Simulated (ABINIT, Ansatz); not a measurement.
Planning a run of ABINIT 10.8.3 on Rb2H6Pt (Fm-3m). The input:

```
acell 3*1.0 Angstrom
rprim 
  0.000000000000 4.260795920000 4.260795920000
  4.260795920000 0.000000000000 4.260795920000
  4.260795920000 4.260795920000 0.000000000000
ntypat 3
znucl 37 1 78
natom 9
typat 1 1 2 2 2 2 2 2 3
xred 
  0.750000000000 0.750000000000 0.750000000000
  0.250000000000 0.250000000000 0.250000000000
  0.807305340000 0.807305340000 0.192694660000
  0.192694660000 0.807305340000 0.192694660000
  0.807305340000 0.192694660000 0.192694660000
  0.192694660000 0.192694660000 0.807305340000
  0.807305340000 0.192694660000 0.807305340000
  0.192694660000 0.807305340000 0.807305340000
  0.000000000000 0.000000000000 0.000000000000
pp_dirpath "pseudos"
pseudos "Rb.upf, H.upf, Pt.upf"
ecut 34
ngkpt 2 2 2
nshiftk 1
shiftk 0 0 0
kptopt 1
chksymbreak 0
iscf -2
irdden 1
istwfk *1
nband 104
nbdbuf 8
tolwfr 1e-09
nstep 60
prtvol 0
indata_prefix "in"
outdata_prefix "out"
tmpdata_prefix "tmp"
```

```sh
OMP_NUM_THREADS=1 mpirun -n 4 abinit run.abi > log
```

**Question.** Estimate wall time and host memory on 4 MPI ranks of Arm Neoverse V1, shared host.

It took 43 s; on shared hardware allow 21 s to 86 s. Peak host memory was 0.4 GiB.

[Paths, hosts, dates, memory and timing lines, banners, echoed tables and standing remarks are left out of the program output.]

[Logs are printed without paths, hosts, clocks, repeated set-up lines and the standing remarks that a program may print on its own settings, such as how far it seeks lower states.]

[Runs of the session that timed out or met a known fault of the program may be left out.]

[Hosts, paths, dates, database ids (printed as entryN), source tags and the programs' standing remarks are cut or masked in the printed files.]

[G0W0 gaps are taken among the corrected bands and points alone; a level outside them can change the order at an edge.]

[Where Ansatz stands beside ABINIT at settings called matched, ABINIT's density can come from a denser mesh and the files from another edition; pairs whose starting gaps differed by over 0.03 eV were left out, so agreement reads better than it is.]
